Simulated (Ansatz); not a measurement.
## PrTi2Fe2, from a guessed structure to a relaxed one

This structure for PrTi2Fe2 is made up. Its elements were placed in a known structure type with a cell scaled to their sizes. What cell does the guess relax to, and how far off was it?

Method: DFT, PBEsol, plane-wave PAW, default files, scalar-relativistic, ferromagnetic start, cell and ions relaxed at zero pressure, in the first sound run; inputs show where later runs differ, in Ansatz 0.2.0.

In doubt: a part-filled 4f shell, where there is one, can sit in one of many states, so energies may not be the lowest and differences between runs may mislead; derivatives with an open 4f shell can jump between states, which bears on forces and vibrations.

## 1. Starting point

Symmetry: I4/mmm, No. 139, tetragonal system. The conventional cell has a = 4.059 Å, b = 4.059 Å, c = 10.484 Å, α = 90.00°, β = 90.00°, γ = 90.00°. Nearest to Pr lie 8 Ti at 3.20 Å and 8 Fe at 3.31 Å. Nearest to Fe lie 4 Ti at 2.36 Å and 4 Fe at 2.87 Å and 4 Pr at 3.31 Å. Nearest to Ti lie 4 Fe at 2.36 Å and 1 Ti at 2.83 Å and 4 Pr at 3.20 Å. Farther neighbours are not listed.

## 2. Relaxing cell and atoms

The guessed cell has no reason to be at equilibrium. It is relaxed with the atoms, within the space group of the guess.

File input.yaml:

```yaml
crystal:
  lattice:
    - [-2.0295, 2.0295, 5.242]
    - [2.0295, -2.0295, 5.242]
    - [2.0295, 2.0295, -5.242]
  atoms:
    - { symbol: Pr, position: [0.0, 0.0, 0.0], spin: 2.0 }
    - { symbol: Fe, position: [0.25, 0.75, 0.5], spin: 3.0 }
    - { symbol: Fe, position: [0.75, 0.25, 0.5], spin: 3.0 }
    - { symbol: Ti, position: [0.3649, 0.3649, 0.0], spin: 1.0 }
    - { symbol: Ti, position: [0.6351, 0.6351, 0.0], spin: 1.0 }
magnetization:
  spin_polarized: true
kpoints:
  mp_grid: { grid: [9, 9, 9] }
scf:
  occupations: { method: fermi_dirac, width: 0.05 }
hamiltonian:
  xc: pbesol
  pseudopotentials: { kind: paw }
relax:
  f_tol: 0.015
  max_steps: 70
  cell: {}
output:
  forces: true
  stress: true
```

The run is started by

```console
$ ansatz run input.yaml --threads 4 --pin off --max-ram 10240MiB --backend cpu --events-out ev --progress --plain --runs-dir out
```

Numbers of over 12 decimals in the logs are rounded to 6 here.

The program printed:

```text
Warning: where an SCF of this run starts from atoms to list the orders of its open shells, Pr (site 0, from 0) starts with 2.02 μB on its 4f shell, in the place of the 2.00 μB that the deck gives it: an open f shell starts with all that it can hold by Hund's first rule. To start from spheres of the given moment, type scf.initial_density.shell_occupations: []
basis.fft_grid_basis auto: the FFT boxes are laid along the combinations [[1, 0, 1], [0, 1, 1], [0, 0, 1]] of the cell's own vectors, 4.059, 4.059 and 5.976 Å long. The dense box has 30×30×40 points. Along the cell's own vectors, as sized, it would have 40×40×40, 1.78 times as many. Of the 16 symmetry operations that the crystal satisfies within crystal.symmetry.tolerance (time reversal apart; of a slab, those that k [...]
Engine: ansatz 0.2.0, x86_64-unknown-linux-gnu
Pseudopotentials: kind: paw
Pseudopotential: Pr, paw, valence charge 13, recommended cutoff 420 eV (normal), Pr.paw.azcp
Pseudopotential: Fe, paw, valence charge 16, recommended cutoff 420 eV (normal), Fe.paw.azcp
Pseudopotential: Ti, paw, valence charge 12, recommended cutoff 420 eV (normal), Ti.paw.azcp
Functional definition: PBEsol
  exchange = pbesol_x
  correlation = pbesol_c
Crystal: 5 atoms, lattice volume = 86.364 Å³
Basis set: ecut = 420 eV, 1677 PW (Γ), FFT grids on a1+a3, a2+a3, a3, exchange–correlation on 60×60×80 points (8 copies of the dense FFT grid, shifted against one another)
Bands: 48, of which v1, the nominal top of the filled ones, is band 35 counted from 1 (34 counted from 0)
Symmetry: 16 space group operations
Space group: I4/mmm (ITA 139), of the structure as read, at distance tolerance 4.4e-5 Å
Magnetic group: BNS 139.531 (UNI 1191), of the structure as read, at distance tolerance 4.4e-5 Å
k-points: 75 of 729
Non-local potential: Pr, projectors of the file, l = 0: 3, l = 1: 2, l = 2: 2, l = 3: 3
Non-local potential: Fe, projectors of the file, l = 0: 3, l = 1: 2, l = 2: 3, l = 3: 1
Non-local potential: Ti, projectors of the file, l = 0: 3, l = 1: 2, l = 2: 3, l = 3: 1
PAW form: soft (Blöchl's): semilocal exchange-correlation on the pseudo side does not see the compensation charge
PAW frozen core: Pr, regenerated for the run's functional, and the local potential with it (the file was generated under x = pbe(κ = 0.804, μ = 0.219515), c = pbe(β = 0.066725))
PAW frozen core: Fe, regenerated for the run's functional, and the local potential with it (the file was generated under x = pbe(κ = 0.804, μ = 0.219515), c = pbe(β = 0.066725))
PAW frozen core: Ti, regenerated for the run's functional, and the local potential with it (the file was generated under x = pbe(κ = 0.804, μ = 0.219515), c = pbe(β = 0.066725))
PAW one-centre angular grid: Pr, 590 points (default); XC on 64 Gauss nodes
PAW one-centre angular grid: Fe, 590 points (default); XC on 64 Gauss nodes
PAW one-centre angular grid: Ti, 590 points (default); XC on 64 Gauss nodes
Initial density: superposition of atomic densities (chi_scale 0.1, normalization cell, long waves kept (reshape's long-wave potential 0.00 eV rms))
Starting moments: Σ|m| = 10 μB on 5 of 5 sites
Initial wavefunctions: pseudopotential atomic-orbital guess
Functional: x = pbesol(κ = 0.804, μ = 0.123457), c = pbesol(β = 0.046)
SCF iter   1: F=—  HF=-20684.867834 eV  |F-HF|=—  |Δ(HF+E_count)|=         —  Δρ=8.90e-2 (↑8.90e-2 ↓3.50e-2)  dr2=9.49e0  dr2_m=1.33e0  M=7.401 μB ∫|m|=7.460 μB  β_m=0.30  ethr=3.10e-3  ⟨swp⟩=5.9  Hψ=24651  notcnv=0
Mixer restart at iter 1: flushing history
preconditioner: auto → Kerker (q_TF=auto, 2.628 Å⁻¹)  [metal: Δε(μ)=0.000 eV  Ē_g=6.236 eV  σ=0.050 eV  W_gap=0.00  n_scr=32 (ndim 8)  ℏωp=23.6 eV  f_vac=0.000  D(μ)=15.70/eV (n_scr^D=292)]
spin=Collinear: Kerker preconditioning applied to the charge; magnetization (m = ρ↑ − ρ↓) channel mixes plain (no charge-response kernel on spin).
SCF iter   2: F=—  HF=-20682.078312 eV  |F-HF|=—  |Δ(HF+E_count)|=    2.79e0  Δρ=4.26e-2 (↑4.26e-2 ↓2.29e-2)  dr2=1.05e0  dr2_m=7.20e-1  M=7.186 μB ∫|m|=7.254 μB  β_m=0.38  ethr=3.10e-3  ⟨swp⟩=2.9  Hψ=15558  notcnv=0  defer=170
SCF iter   3: F=—  HF=-20683.039326 eV  |F-HF|=—  |Δ(HF+E_count)|=   9.61e-1  Δρ=2.87e-2 (↑2.78e-2 ↓2.87e-2)  dr2=2.56e-1  dr2_m=5.90e-1  M=6.623 μB ∫|m|=6.763 μB  β_m=0.66  ethr=1.53e-3  ⟨swp⟩=3.5  Hψ=13916  notcnv=0  defer=170
SCF iter   4: F=—  HF=-20685.785283 eV  |F-HF|=—  |Δ(HF+E_count)|=         —  Δρ=8.39e-2 (↑8.39e-2 ↓7.66e-2)  dr2=2.62e-1  dr2_m=4.97e0  M=3.903 μB ∫|m|=4.458 μB  β_m=1.00  ethr=3.72e-4  ⟨swp⟩=3.0  Hψ=12720  notcnv=0  defer=170
Mixer restart at iter 4: flushing history
SCF iter   5: F=—  HF=-20685.934288 eV  |F-HF|=—  |Δ(HF+E_count)|=   1.49e-1  Δρ=5.02e-2 (↑4.99e-3 ↓5.02e-2)  dr2=2.81e0  dr2_m=5.30e-1  M=3.334 μB ∫|m|=3.763 μB  β_m=0.66  ethr=7.25e-5  ⟨swp⟩=3.8  Hψ=18148  notcnv=0  defer=173
SCF iter   6: F=—  HF=-20686.437815 eV  |F-HF|=—  |Δ(HF+E_count)|=   5.04e-1  Δρ=4.57e-2 (↑4.57e-2 ↓1.09e-2)  dr2=1.38e0  dr2_m=3.42e-1  M=3.181 μB ∫|m|=3.486 μB  β_m=0.60  ethr=7.25e-5  ⟨swp⟩=5.1  Hψ=22949  notcnv=0  defer=137
SCF iter   7: F=—  HF=-20686.204488 eV  |F-HF|=—  |Δ(HF+E_count)|=   2.33e-1  Δρ=2.48e-2 (↑3.44e-3 ↓2.48e-2)  dr2=6.00e-1  dr2_m=1.48e-1  M=3.227 μB ∫|m|=3.433 μB  β_m=0.67  ethr=7.25e-5  ⟨swp⟩=4.1  Hψ=20623  notcnv=0  defer=137
SCF iter   8: F=—  HF=-20686.225990 eV  |F-HF|=—  |Δ(HF+E_count)|=   2.15e-2  Δρ=8.90e-3 (↑8.29e-3 ↓8.90e-3)  dr2=2.87e-2  dr2_m=5.46e-2  M=3.188 μB ∫|m|=3.253 μB  β_m=0.68  ethr=7.25e-5  ⟨swp⟩=3.4  Hψ=16981  notcnv=0  defer=138
SCF iter   9: F=—  HF=-20686.228321 eV  |F-HF|=—  |Δ(HF+E_count)|=   2.33e-3  Δρ=7.79e-3 (↑7.79e-3 ↓1.36e-3)  dr2=3.62e-2  dr2_m=1.63e-2  M=3.179 μB ∫|m|=3.198 μB  β_m=0.84  ethr=4.17e-5  ⟨swp⟩=3.0  Hψ=13492  notcnv=0  defer=137
SCF iter  10: F=—  HF=-20686.229475 eV  |F-HF|=—  |Δ(HF+E_count)|=   1.15e-3  Δρ=2.30e-3 (↑5.87e-4 ↓2.30e-3)  dr2=4.46e-3  dr2_m=1.19e-3  M=3.207 μB ∫|m|=3.221 μB  β_m=0.92  ethr=4.17e-5  ⟨swp⟩=2.5  Hψ=12903  notcnv=0  defer=137
SCF iter  11: F=—  HF=-20686.231525 eV  |F-HF|=—  |Δ(HF+E_count)|=   2.05e-3  Δρ=1.50e-3 (↑2.16e-4 ↓1.50e-3)  dr2=1.71e-3  dr2_m=4.95e-4  M=3.214 μB ∫|m|=3.234 μB  β_m=0.96  ethr=6.46e-6  ⟨swp⟩=1.9  Hψ=9162  notcnv=0  defer=137
SCF iter  12: F=—  HF=-20686.231852 eV  |F-HF|=—  |Δ(HF+E_count)|=   3.27e-4  Δρ=2.50e-4 (↑2.42e-4 ↓2.50e-4)  dr2=6.85e-5  dr2_m=3.72e-5  M=3.222 μB ∫|m|=3.253 μB  β_m=0.98  ethr=2.47e-6  ⟨swp⟩=1.5  Hψ=8487  notcnv=0  defer=137
[...]
SCF 3 converged in 13 iterations: F = -20686.300567 eV  dr2 = 1.85e-7
  greatest PAW one-centre occupation: 1.001 electrons in one spin orbital (limit 2), on the Fe atom at site 2 (counted from 0), in its partial waves of l = 1
relax step   3: F+E_penalty+E_count = -20686.30056721 eV  Δ(F+E_penalty+E_count) = -1.087e-2 eV  max|allowed force component| = 8.296e-4 eV/Å  Δτ_max = 0.0250 Å  P = +0.062 GPa  Ω = 84.375 Å³  energy of the carried Pulay correction = +6.401e-4 eV  (13 SCF iters, dr2 threshold 5.00e-7 eV, accepted)
[...]
relax step   4: F+E_penalty+E_count = -20686.30135436 eV  Δ(F+E_penalty+E_count) = -7.871e-4 eV  max|allowed force component| = 1.028e-2 eV/Å  Δτ_max = 0.0031 Å  P = +0.118 GPa  Ω = 84.370 Å³  energy of the carried Pulay correction = +6.416e-4 eV  (11 SCF iters, dr2 threshold 1.43e-7 eV, accepted)
[...]
relax step   5: F+E_penalty+E_count = -20686.30166750 eV  Δ(F+E_penalty+E_count) = -3.131e-4 eV  max|allowed force component| = 8.211e-3 eV/Å  Δτ_max = 0.0036 Å  P = -0.035 GPa  Ω = 84.528 Å³  energy of the carried Pulay correction = +5.903e-4 eV  (12 SCF iters, dr2 threshold 1.05e-7 eV, accepted)
[...]
relax step   6: F+E_penalty+E_count = -20686.30169968 eV  Δ(F+E_penalty+E_count) = -3.218e-5 eV  max|allowed force component| = 1.749e-4 eV/Å  Δτ_max = 0.0011 Å  P = -0.000 GPa  Ω = 84.478 Å³  energy of the carried Pulay correction = +6.066e-4 eV  (12 SCF iters, dr2 threshold 7.39e-9 eV, accepted)
Initial wavefunctions: pseudopotential atomic-orbital guess (no wavefunctions were taken with the density)
iter 1 solved again at ethr=2.26e-7 eV; its pass at ethr=3.10e-3 eV (dr2=1.56e-4 eV) is discarded
SCF iter   1: F=—  HF=-20686.301285 eV  |F-HF|=—  |Δ(HF+E_count)|=         —  Δρ=2.82e-5 (↑2.81e-5 ↓2.82e-5)  dr2=4.61e-7  dr2_m=5.05e-9  M=3.168 μB ∫|m|=3.253 μB  β_m=0.65  ethr=2.26e-7  ⟨swp⟩=3.1  Hψ=43579  notcnv=0
preconditioner: auto → Kerker (q_TF=auto, 2.638 Å⁻¹)  [metal: Δε(μ)=0.002 eV  Ē_g=5.625 eV  σ=0.050 eV  W_gap=0.01  n_scr=32 (ndim 8)  ℏωp=23.9 eV  f_vac=0.000  D(μ)=10.76/eV (n_scr^D=154)]
spin=Collinear: Kerker preconditioning applied to the charge; magnetization (m = ρ↑ − ρ↓) channel mixes plain (no charge-response kernel on spin).
SCF iter   2: F=—  HF=-20686.301287 eV  |F-HF|=—  |Δ(HF+E_count)|=   2.71e-6  Δρ=9.59e-6 (↑9.59e-6 ↓9.50e-6)  dr2=2.85e-8  dr2_m=1.20e-9  M=3.168 μB ∫|m|=3.253 μB  β_m=0.55  ethr=6.68e-10  ⟨swp⟩=2.0  Hψ=11765  notcnv=0
SCF iter   3: F=—  HF=-20686.301288 eV  |F-HF|=—  |Δ(HF+E_count)|=   1.46e-7  Δρ=4.36e-6 (↑4.09e-6 ↓4.36e-6)  dr2=1.07e-8  dr2_m=1.77e-10  M=3.168 μB ∫|m|=3.253 μB  β_m=0.57  ethr=4.13e-11  ⟨swp⟩=2.0  Hψ=12345  notcnv=0
SCF iter   4: F=—  HF=-20686.301288 eV  |F-HF|=—  |Δ(HF+E_count)|=   1.34e-8  Δρ=1.89e-6 (↑1.89e-6 ↓1.13e-6)  dr2=8.10e-9  dr2_m=2.05e-10  M=3.168 μB ∫|m|=3.253 μB  β_m=0.79  ethr=1.55e-11  ⟨swp⟩=2.0  Hψ=9260  notcnv=0
SCF iter   5: F=—  HF=-20686.301288 eV  |F-HF|=—  |Δ(HF+E_count)|=   2.24e-8  Δρ=2.28e-6 (↑2.28e-6 ↓1.79e-6)  dr2=1.64e-8  dr2_m=1.10e-10  M=3.168 μB ∫|m|=3.253 μB  β_m=0.89  ethr=1.17e-11  ⟨swp⟩=2.0  Hψ=8655  notcnv=0
SCF iter   6: F=—  HF=-20686.301288 eV  |F-HF|=—  |Δ(HF+E_count)|=   2.66e-8  Δρ=1.00e-6 (↑9.82e-7 ↓1.00e-6)  dr2=4.89e-9  dr2_m=3.17e-11  M=3.167 μB ∫|m|=3.253 μB  β_m=0.95  ethr=1.17e-11  ⟨swp⟩=2.0  Hψ=9609  notcnv=0
SCF iter   7: F=—  HF=-20686.301288 eV  |F-HF|=—  |Δ(HF+E_count)|=   9.55e-9  Δρ=4.40e-7 (↑2.99e-7 ↓4.40e-7)  dr2=4.54e-10  dr2_m=2.46e-11  M=3.167 μB ∫|m|=3.253 μB  β_m=0.97  ethr=7.08e-12  ⟨swp⟩=2.0  Hψ=9615  notcnv=0
SCF iter   8: F=—  HF=-20686.301288 eV  |F-HF|=—  |Δ(HF+E_count)|=  4.87e-10  Δρ=1.58e-7 (↑1.58e-7 ↓1.15e-7)  dr2=1.07e-11  dr2_m=1.22e-11  M=3.167 μB ∫|m|=3.253 μB  β_m=0.99  ethr=1.00e-12  ⟨swp⟩=2.1  Hψ=10424  notcnv=0
SCF iter   9: F=—  HF=-20686.301288 eV  |F-HF|=—  |Δ(HF+E_count)|=  4.37e-11  Δρ=8.06e-8 (↑8.06e-8 ↓5.51e-8)  dr2=5.78e-12  dr2_m=2.61e-12  M=3.167 μB ∫|m|=3.253 μB  β_m=0.99  ethr=1.00e-12  ⟨swp⟩=1.5  Hψ=7619  notcnv=0
SCF iter  10: F=—  HF=-20686.301288 eV  |F-HF|=—  |Δ(HF+E_count)|=  1.09e-11  Δρ=4.75e-8 (↑3.94e-8 ↓4.75e-8)  dr2=5.60e-12  dr2_m=5.21e-13  M=3.167 μB ∫|m|=3.253 μB  β_m=1.00  ethr=1.00e-12  ⟨swp⟩=1.4  Hψ=7379  notcnv=0
SCF iter  11: F=-20686.301288 eV  HF=-20686.301288 eV  |F-HF|=3.64e-12  |Δ(HF+E_count)|=  1.46e-11  Δρ=2.81e-8 (↑2.81e-8 ↓1.80e-8)  dr2=1.47e-12  dr2_m=1.66e-13  M=3.167 μB ∫|m|=3.253 μB  ethr=1.00e-12  ⟨swp⟩=2.4  Hψ=19687  notcnv=0
SCF 7 converged in 11 iterations: F = -20686.301288 eV  dr2 = 1.47e-12
relax step   7: F+E_penalty+E_count = -20686.30128769 eV  Δ(F+E_penalty+E_count) = +4.120e-4 eV  max|allowed force component| = 2.608e-4 eV/Å  Δτ_max = 0.0000 Å  P = -0.001 GPa  Ω = 84.478 Å³  stress off target by 1.45e-2 GPa  SCF on the basis re-selected at this cell (its energy is not comparable with the rows above)  (11 SCF iters)
basis re-selected at this cell: Δ(F+E_penalty+E_count) = +4.120e-4 eV, ΔP = -0.001 GPa vs the last step (what re-selecting the basis moved, of the pressure what is left beyond the Pulay correction that the steps carried, after the strain that the cell walked since its last selection, with what the two solves' SCF thresholds leave and, on support functions, any second-order correction that the steps lacked; it is no m [...]
SCF converged after 11 iterations
Magnetization: 3.1675 μB (36.0837 up, 32.9163 down)
Absolute magnetization: 3.2634 μB (∫|ρ↑−ρ↓|, with the PAW one-centre terms)
Spin contamination: 0.0892 ħ² per cell (⟨S²⟩ above its minimum at these occupations)
Per-site moments (μB) at R_I (Å): [(2.108608, 1.327506), (0.00727917, 0.957478), (0.00727917, 0.957478), (0.184915, 0.957478), (0.184915, 0.957478)]
Free energy (F): -20686.301288 eV
Harris-Foulkes:  -20686.301288 eV  (|F-HF|=3.64e-12)
Internal energy: -20686.212844 eV  (E = F + TS)
E sigma→0 (E₀):  -20686.257066 eV
Entropy (-TS):   -0.088444 eV (-17.689 meV/atom)
Fermi energy:    15.212302 eV
--- Per-component energies (eV) ---
  E_band       = -764.114845
  E_kinetic    = 1616.024186
  E_local      = -8073.530908  (includes V_loc(G=0)·N_el)
  E_nonlocal   = 516.766953
  E_hartree    = 3459.835908
  E_xc         = -654.986933
  E_vxc        = -797.714305  (∫ρ·V_xc dr)
  E_paw        = -10268.719729  (= ΣΔE_a)
  E_vpaw       = -945.334429  (= ΣTr[D̂ρ^β])
  E_aug_tail   = 0.001714  (compensation charges beyond the density's cutoff)
  E_ewald      = -7282.536693
  E_core_change = 0.932658  (= ΣΔE_core)
  E_smearing   = -0.088444  (= −TS)
  E_closure    = 0.000000  (closes the sum)
  Σ components = -20686.301288   (vs F -20686.301288, Δ=0.00e0)
--- Forces (eV/Å), atoms counted from 1 ---
  atom   1  Pr    -0.00000000     0.00000000     0.00000000
  atom   2  Fe     0.00000000     0.00000000     0.00000000
  atom   3  Fe    -0.00000000     0.00000000     0.00000000
  atom   4  Ti     0.00000000     0.00000000     0.00026078
  atom   5  Ti    -0.00000000     0.00000000    -0.00026078
  max |Σ_I F_I| component: 1.73e-18 eV/Å
--- Stress (GPa, compression-positive) ---
        0.005892      -0.000000       0.000000
       -0.000000       0.005892      -0.000000
        0.000000      -0.000000      -0.014489
  P = ⅓ Tr σ = -0.0009 GPa (-0.009 kbar)
--- Relaxed structure (6 steps of the walk, 6 accepted, 1 SCFs on fresh bases) ---
  F+E_penalty+E_count = -20686.30128769 eV   max|allowed force component| = 2.608e-4 eV/Å   (the final SCF, on the basis selected at the relaxed cell)
  cell:  # Å, volume = 84.4778 Å³
    - [-2.038162, 2.038162, 5.083996]
    - [2.038162, -2.038162, 5.083996]
    - [2.038162, 2.038162, -5.083996]
  atoms:
    - { symbol: Pr, position: [4.0538654293620544e-19, 4.0538654293620534e-19, 0] }
    - { symbol: Fe, position: [0.250000, 0.750000, 0.500000] }
    - { symbol: Fe, position: [0.750000, 0.250000, 0.500000] }
    - { symbol: Ti, position: [0.359236, 0.359236, 0] }
    - { symbol: Ti, position: [0.640764, 0.640764, 0] }
```

Wall time 42 s (4 threads of AMD EPYC 9R45 (Zen 5), shared host); peak memory 0.9 GiB; 2.5 min of CPU time.

Relaxation path:

```csv
step,energy less that of the first step (eV),largest force component (eV/Å),pressure (GPa),volume (Å³)
1,0.0000,0.7378,-3.77,86.36
2,-0.0543,0.2953,-1.24,84.88
3,-0.0652,0.0008,0.06,84.37
4,-0.0660,0.0103,0.12,84.37
5,-0.0663,0.0082,-0.04,84.53
6,-0.0663,0.0002,0.00,84.48
7*,-0.0659,0.0003,0.00,84.48
```

Relaxation steps marked * repeat the geometry before them on a plane-wave basis chosen anew for their cell, so energy and pressure can jump there.

The run keeps the 16 symmetry operations that it works with, so distortions that break them were not tested.

```
conventional cell, symmetrised  before   after  change
                         a (Å)   4.059   4.076  +0.4 %
                         b (Å)   4.059   4.076  +0.4 %
                         c (Å)  10.484  10.168  -3.0 %
              volume (Å³/atom)   17.27   16.90  -2.2 %
```

The atoms that moved most (Å, as changes of fractional coordinates times the final cell):

```csv
atom,dx,dy,dz,length
Ti5,0.000,0.000,0.058,0.058
Ti4,0.000,0.000,-0.058,0.058
```

Final coordinates:

```cif
data_structure
_symmetry_space_group_name_H-M 'P 1'
_symmetry_Int_Tables_number 1
_cell_length_a 5.8442
_cell_length_b 5.8442
_cell_length_c 5.8442
_cell_angle_alpha 139.179
_cell_angle_beta 139.179
_cell_angle_gamma 59.103
_cell_volume 84.48
loop_
_atom_site_label
_atom_site_type_symbol
_atom_site_fract_x
_atom_site_fract_y
_atom_site_fract_z
_atom_site_occupancy
Pr1 Pr 0.00000 0.00000 0.00000 1
Fe2 Fe 0.25000 0.75000 0.50000 1
Fe3 Fe 0.75000 0.25000 0.50000 1
Ti4 Ti 0.35924 0.35924 0.00000 1
Ti5 Ti 0.64076 0.64076 0.00000 1
```

This step gave:

| Quantity | Value |
| --- | --- |
| free energy | -20686.3013 eV |
| energy at zero smearing | -20686.2571 eV |
| smearing term TS | 0.08844 eV |
| Fermi energy | 15.21 eV |
| magnetization | 3.167 μB |
| absolute magnetization | 3.263 μB |
| site moments | 2.109, 0.007279, 0.007279, 0.1849, 0.1849 μB |
| electrons | 69 |
| symmetry operations | 16 |
| pressure | -9.01e-4 GPa |

Site moment by atom:

| atom | site moment (μB) |
| --- | --- |
| Pr1 | 2.11 |
| Fe2 | 0.01 |
| Fe3 | 0.01 |
| Ti4 | 0.18 |
| Ti5 | 0.18 |

Shortest distances by pair of elements, guess and relaxed (not always the same contact):

| pair | guess (Å) | relaxed (Å) |
| --- | --- | --- |
| Fe–Ti | 2.360 | 2.321 |
| Ti–Ti | 2.833 | 2.863 |
| Fe–Fe | 2.870 | 2.882 |
| Pr–Ti | 3.201 | 3.218 |
| Fe–Pr | 3.315 | 3.258 |

The relaxation ends with a largest force component of 2.6e-4 eV/Å and a pressure of 0.00 GPa.

(Part 1 of 2 ends here.)

[Logs are printed without paths, hosts, clocks, repeated set-up lines and the standing remarks that a program may print on its own settings, such as how far it seeks lower states.]

[Hosts, paths, dates, database ids (printed as entryN), source tags and the programs' standing remarks are cut or masked in the printed files.]
